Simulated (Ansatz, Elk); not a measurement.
# How far do independent atoms describe Na3V?, part 2 of 2

Structure refinements treat a crystal as free atoms side by side. For a made-up structure of Na3V (cell and positions from a PBEsol relaxation) the runs below show what the calculated density changes in F(hkl).

Elk 11.2.3 (patched build); all-electron DFT.

So far: Set-up; Ground state and structure factors; The magnetisation density; The highest occupied states alone.

The structure was built from a prototype and need not be the compound's stable phase.

## (5) Another functional

Level of this step: DFT, LDA (Perdew-Wang), all-electron APW+lo, Dirac cores, scalar-relativistic bands, static density, ferromagnetic start (Elk).

The difference from free atoms is small, so it is set against the change that LDA (Perdew-Wang) makes.

File elk.in:

```
tasks
  0
  195
  196

xctype
  3

spinpol
  .true.

rgkmax
  7.0

gmaxvr
  14.0

lmaxo
  7

lmaxapw
  8

swidth
  0.002

tshift
  .false.

ramdisk
  .false.

hmaxvr
  5.5

maxscl
  120

epspot
  1e-06

reducebf
  0.8

sppath
  './'

avec
  0.00000000000 7.27496203906 7.27496203906
  7.27496203906 0.00000000000 7.27496203906
  7.27496203906 7.27496203906 0.00000000000

atoms
  2
  'V.in'
  1
  -0.0000000000 0.0000000000 -0.0000000000   0.000000 0.000000 -0.175000
  'Na.in'
  3
  0.7500000000 0.7500000000 0.7500000000   0.000000 0.000000 0.000000
  0.2500000000 0.2500000000 0.2500000000   0.000000 0.000000 0.000000
  0.5000000000 0.5000000000 0.5000000000   0.000000 0.000000 0.000000

ngridk
  5 5 5
```

Launch:

```bash
OMP_NUM_THREADS=4 elk
```

Numbers of over 12 decimals in the logs are rounded to 6 here.

The program printed:

```text
┌─────────────────────────┐
│ Elk code version 11.2.3 │
└─────────────────────────┘

All units are atomic (Hartree, Bohr, etc.)

┌─────────────────────────────────────────────────┐
│ Ground-state run starting from atomic densities │
└─────────────────────────────────────────────────┘

Lattice vectors :
   0.000000000       7.274962039       7.274962039
   7.274962039       0.000000000       7.274962039
   7.274962039       7.274962039       0.000000000

Reciprocal lattice vectors :
 -0.4318362951      0.4318362951      0.4318362951
[...]
total in muffin-tins        :    51.56311231
 total calculated charge     :    56.00000255
 total charge                :    56.00000000
 error                       :   0.2547799426E-05

Moments :
 interstitial                :    1.302261638
 muffin-tins
  species : 1 (V)
[...]
species : 2 (Na)
[...]
atom 2                    :   0.2956688457E-01
   atom 3                    :   0.1062189825E-01
 total in muffin-tins        :    3.191684699
 total moment                :    4.493946336

┌──────────────────────────────┐
│ Self-consistent loop stopped │
└──────────────────────────────┘

Wrote STATE.OUT
[key lines of the parts left out:]
total energy                :     -1432.4034725030
```

It took 50 s on 4 threads of Intel Xeon 6975P-C (Granite Rapids), shared host; peak memory 0.22 GiB; 2.7 min of CPU time.

Against the first run R = 0.09 %; the largest change is -0.052 at 400. The moment goes from 4.54 to 4.49 μB.

## (6) Basis size

A smaller basis shows how fast F responds to it; the change is likely larger than the basis error of the first run, but doesn't show convergence.

Edit elk.in of step 5 so:

```diff
@@ -6,3 +6,3 @@
 xctype
-  3
+  20
 
@@ -12,3 +12,3 @@
 rgkmax
-  7.0
+  5.5
```

Launch:

```bash
OMP_NUM_THREADS=4 elk
```

The program printed:

```text
┌─────────────────────────┐
│ Elk code version 11.2.3 │
└─────────────────────────┘

All units are atomic (Hartree, Bohr, etc.)

┌─────────────────────────────────────────────────┐
│ Ground-state run starting from atomic densities │
└─────────────────────────────────────────────────┘

Lattice vectors :
   0.000000000       7.274962039       7.274962039
   7.274962039       0.000000000       7.274962039
   7.274962039       7.274962039       0.000000000

Reciprocal lattice vectors :
 -0.4318362951      0.4318362951      0.4318362951
[...]
total in muffin-tins        :    51.48556498
 total calculated charge     :    55.99999230
 total charge                :    56.00000000
 error                       :   0.7704647849E-05

Moments :
 interstitial                :    1.490827879
 muffin-tins
  species : 1 (V)
[...]
species : 2 (Na)
[...]
atom 2                    :   0.3358659802E-01
   atom 3                    :   0.1128229481E-01
 total in muffin-tins        :    3.189415171
 total moment                :    4.680243050

┌──────────────────────────────┐
│ Self-consistent loop stopped │
└──────────────────────────────┘

Wrote STATE.OUT
[key lines of the parts left out:]
total energy                :     -1436.4517383519
```

Run time: 61 s. Hardware: 4 threads; peak memory 0.31 GiB; 3.1 min of CPU time.

Against the first run R = 0.04 %; the largest change is +0.029 at 440. The moment goes from 4.54 to 4.68 μB.

## (7) A coarser k-mesh

About half the k-points along each axis test the sampling.

Edit elk.in of step 6 so:

```diff
@@ -12,3 +12,3 @@
 rgkmax
-  5.5
+  7.0
 
@@ -64,2 +64,2 @@
 ngridk
-  5 5 5
+  2 2 2
```

Launch:

```bash
OMP_NUM_THREADS=4 elk
```

The program printed:

```text
┌─────────────────────────┐
│ Elk code version 11.2.3 │
└─────────────────────────┘

All units are atomic (Hartree, Bohr, etc.)

┌─────────────────────────────────────────────────┐
│ Ground-state run starting from atomic densities │
└─────────────────────────────────────────────────┘

Lattice vectors :
   0.000000000       7.274962039       7.274962039
   7.274962039       0.000000000       7.274962039
   7.274962039       7.274962039       0.000000000

Reciprocal lattice vectors :
 -0.4318362951      0.4318362951      0.4318362951
[...]
total in muffin-tins        :    51.57113463
 total calculated charge     :    55.99999300
 total charge                :    56.00000000
 error                       :   0.6997519087E-05

Moments :
 interstitial                :   -1.054886556
 muffin-tins
  species : 1 (V)
[...]
species : 2 (Na)
[...]
atom 2                    :  -0.1368027979E-01
   atom 3                    :   0.4862902152E-02
 total in muffin-tins        :   -3.195105253
 total moment                :   -4.249991809

┌──────────────────────────────┐
│ Self-consistent loop stopped │
└──────────────────────────────┘

Wrote STATE.OUT
[key lines of the parts left out:]
total energy                :     -1436.5272640299
```

The job ended after 34 s (4 threads; peak memory 0.4 GiB).

Against the first run R = 0.09 %; the largest change is -0.025 at 800. The moment goes from 4.54 to 4.25 μB.

## (8) Settings against the effect

```csv
run,R against the first run (%),"R against neutral atoms, low angle (%)",wall time
"PBE, rgkmax 7",0.00,0.64,67 s
LDA (Perdew-Wang),0.09,0.69,50 s
rgkmax 5.5,0.04,0.60,61 s
k-mesh 2×2×2,0.09,0.68,34 s
```

## (9) What came out

```
R against neutral atoms, sin θ/λ < 0.3 Å⁻¹ : 0.64 %
R against neutral atoms, 0.3 to 0.82 Å⁻¹   : 0.22 %
```

Independent neutral atoms miss the calculated amplitudes by R = 0.64 % below 0.3 Å⁻¹ and 0.22 % from there to 0.82 Å⁻¹; by shells, 1.90 % below 0.15 Å⁻¹ (2 forms), 0.51 % 0.15 to 0.3 (6 forms), 0.20 % 0.3 to 0.45 (11 forms), 0.22 % above 0.45 (60 forms). Bonding, aspherical density and the tables' own atoms all enter these figures, and the runs don't part them. The largest change of an amplitude is +0.22 electrons, at 111. The magnetic order is that of the start. No other order was tried here, and an antiferromagnetic one would change or move the magnetic intensity. The window's part falls from 8.0 electrons at the origin to at most 0.30 between 0.45 and 0.82 Å⁻¹. Below 0.3 Å⁻¹ the changes that finished (LDA (Perdew-Wang), rgkmax 5.5 and k-mesh 2×2×2) move F by R = 0.09 % at most, against the 0.64 % that separates it from free atoms. The magnetic factors move by R = 1.6 % (LDA (Perdew-Wang)), 1.9 % (rgkmax 5.5) and 4.9 % (k-mesh 2×2×2), so they aren't settled to better than that. Part of the difference isn't bonding: the tables are fits to free atoms and ions calculated by other methods than this functional. Thermal motion, anomalous dispersion and extinction are left out.

[Logs are printed without paths, hosts, clocks, repeated set-up lines and the standing remarks that a program may print on its own settings, such as how far it seeks lower states.]

[Hosts, paths, dates, database ids (printed as entryN), source tags and the programs' standing remarks are cut or masked in the printed files.]
